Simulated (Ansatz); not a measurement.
# TaInSe3 (model cell, started as cubic perovskite with Ta in the octahedra): relaxing the cell for a phonon run

Task: relax TaInSe3 (model cell, started as cubic perovskite with Ta in the octahedra) tightly.

Calculated with Ansatz 0.2.0; DFT PBEsol, scalar-relativistic, plane waves, PAW.

Report form: the programs' logs are mostly left out.

The structure was built from a prototype and need not be the compound's stable phase.

**1. The structure**

The structure is cubic, space group Pm-3m (No. 221). The conventional cell has a = 5.135 Å, b = 5.135 Å, c = 5.135 Å, α = 90.00°, β = 90.00°, γ = 90.00°. Nearest to In lie 12 Se at 3.63 Å. Ta has 6 Se at 2.57 Å nearest. Nearest to Se lie 2 Ta at 2.57 Å. Farther neighbours and most contacts between anions are not listed.

**2. A coarse first look**

First a cheap look: the gap decides the mesh and the occupations, the pressure tells how far the cell has to move.

Contents of input.yaml:

```yaml
crystal:
  lattice:
    - [5.1352, 0.0, 0.0]
    - [0.0, 5.1352, 0.0]
    - [0.0, 0.0, 5.1352]
  atoms:
    - { symbol: In, position: [0.0, 0.0, 0.0] }
    - { symbol: Ta, position: [0.5, 0.5, 0.5] }
    - { symbol: Se, position: [0.5, 0.5, 0.0] }
    - { symbol: Se, position: [0.5, 0.0, 0.5] }
    - { symbol: Se, position: [0.0, 0.5, 0.5] }
kpoints:
  mp_grid: { grid: [4, 4, 4] }
hamiltonian:
  xc: pbesol
scf:
  occupations: { method: gaussian, width: 0.1 }
output:
  forces: true
  stress: true
  eigenvalues: true
```

Command:

```bash
> ansatz run input.yaml --threads 8 --pin off --max-ram 14336MiB --backend cpu --events-out ev --progress --plain --runs-dir out
```

The job ended after 1.9 s (8 threads of Arm Neoverse N1, shared host; peak memory 0.59 GiB; 8.2 s of CPU time).

Numbers from this step:

```
pressure          : -4.915 GPa
volume per atom   : 27.08 Å³
gap on the k-mesh : 0 eV
```

The coarse mesh shows no gap and a pressure of -4.9 GPa.

**3. Bringing the structure to rest**

Harmonic phonons are second derivatives at a point where the forces vanish, and they are wanted at zero stress, so atoms and cell are relaxed first.

Edit input.yaml of step 2 so:

```diff
@@ -12,3 +12,3 @@
 kpoints:
-  mp_grid: { grid: [4, 4, 4] }
+  mp_grid: { grid: [6, 6, 6] }
 hamiltonian:
@@ -21 +21,6 @@
   eigenvalues: true
+relax:
+  adjacent_minimum: "off"
+  f_tol: 0.005
+  max_steps: 80
+  cell: { stress_tol: 0.05 }
```

Wall time 20 s (8 threads); peak memory 0.68 GiB.

Relaxation path:

```csv
step,energy less that of the first step (eV),largest force component (eV/Å),pressure (GPa),volume (Å³)
1,0.0000,0.0000,-4.60,135.42
2,-0.1059,0.0000,2.72,122.46
3,-0.1377,0.0000,-0.31,126.97
4,-0.1383,0.0000,-0.01,126.49
5*,-0.1371,0.0000,-0.02,126.49
```

Relaxation steps marked * repeat the geometry before them on a plane-wave basis chosen anew for their cell, so energy and pressure can jump there.

The run keeps the 48 symmetry operations that it works with, so distortions that break them were not tested.

```csv
"conventional cell, symmetrised",before,after,change
a (Å),5.135,5.020,-2.2 %
b (Å),5.135,5.020,-2.2 %
c (Å),5.135,5.020,-2.2 %
volume (Å³/atom),27.08,25.30,-6.6 %
```

Final coordinates:

```cif
data_structure
_symmetry_space_group_name_H-M 'P 1'
_symmetry_Int_Tables_number 1
_cell_length_a 5.0197
_cell_length_b 5.0197
_cell_length_c 5.0197
_cell_angle_alpha 90.000
_cell_angle_beta 90.000
_cell_angle_gamma 90.000
_cell_volume 126.49
loop_
_atom_site_label
_atom_site_type_symbol
_atom_site_fract_x
_atom_site_fract_y
_atom_site_fract_z
_atom_site_occupancy
In1 In 0.00000 0.00000 0.00000 1
Ta2 Ta 0.50000 0.50000 0.50000 1
Se3 Se 0.50000 0.50000 0.00000 1
Se4 Se 0.50000 0.00000 0.50000 1
Se5 Se 0.00000 0.50000 0.50000 1
```

Numbers from this step:

| Quantity | Value |
| --- | --- |
| pressure | -0.01539 GPa |
| volume per atom | 25.30 Å³ |

In this step the volume went from 27.08 to 25.30 Å³/atom.

**4. Tight relaxation**

Phonons need a cell at rest on their own settings, so the relaxation is repeated with tight tolerances on forces and stress on the k mesh and occupations of the first response run.

Contents of input.yaml:

```yaml
crystal:
  lattice:
    - [5.019741282, 0.0, 0.0]
    - [0.0, 5.019741282, 0.0]
    - [0.0, 0.0, 5.019741282]
  atoms:
    - { symbol: In, position: [0.0, 0.0, 0.0] }
    - { symbol: Ta, position: [0.5, 0.5, 0.5] }
    - { symbol: Se, position: [0.5, 0.5, 0.0] }
    - { symbol: Se, position: [0.5, 0.0, 0.5] }
    - { symbol: Se, position: [0.0, 0.5, 0.5] }
kpoints:
  mp_grid: { grid: [6, 6, 6] }
hamiltonian:
  xc: pbesol
scf:
  occupations: { method: methfessel_paxton, width: 0.15 }
output:
  forces: true
  stress: true
  eigenvalues: true
relax:
  adjacent_minimum: "off"
  f_tol: 0.001
  max_steps: 60
  cell: { stress_tol: 0.01 }
```

Wall time 16 s (8 threads); peak memory 0.66 GiB.

Little changed from the start: no atom moved by 0.005 Å and no cell edge by 0.1 %.

This step gave:

| Item | Value |
| --- | --- |
| pressure | 7.27e-6 GPa |
| volume per atom | 25.29 Å³ |

The forces vanish by symmetry and the pressure is 0.000 GPa, within the tolerances set. The cell now holds 25.29 Å³/atom.

**5. Summary of results**

| Property | Result |
| --- | --- |
| space group after relaxation (within 0.01 Å) | Pm-3m |
| lattice constant a | 5.019 Å |
| lattice constant b | 5.019 Å |
| lattice constant c | 5.019 Å |
| volume per atom | 25.3 Å³ |

**Reading.** The forces vanish by symmetry and the pressure is 0.000 GPa, within the tolerances set. The cell now holds 25.29 Å³/atom. The relaxation keeps the symmetry of its start, so it says nothing on stability against lower symmetry. Spin-orbit coupling is left out, which can matter for the heavy elements here. The starting cell was built on a prototype and not taken from a measurement, so the phase need not exist.

[Logs are printed without paths, hosts, clocks, repeated set-up lines and the standing remarks that a program may print on its own settings, such as how far it seeks lower states.]

[Hosts, paths, dates, database ids (printed as entryN), source tags and the programs' standing remarks are cut or masked in the printed files.]
